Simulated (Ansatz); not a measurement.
# Work function of fcc Rh face by face (PBEsol)

Does the work function of Rh follow how densely a face is packed?

All values are computed: Ansatz 0.2.0, PBEsol, plane waves, scalar-relativistic unless marked; slabs or sheets with vacuum, the vacuum level from the planar mean of the electrostatic potential.

| face | atoms in the slab | top-layer atoms per Å² | work function (eV) |
| --- | --- | --- | --- |
| (110) | 12 | 0.098 | 4.66 |
| (100) | 6 | 0.139 | 5.22 |
| (111) | 6 | 0.160 | 5.27 |

The densest face listed is +0.61 eV against the most open one. That fits Smoluchowski's order: on an open face electrons flow from the ridges into the troughs, which leaves a dipole with its positive end outwards and lowers the barrier.

The slabs are 1×1 cuts on the parent's lattice, 9.3 to 14.4 Å between the outer relaxed layers.
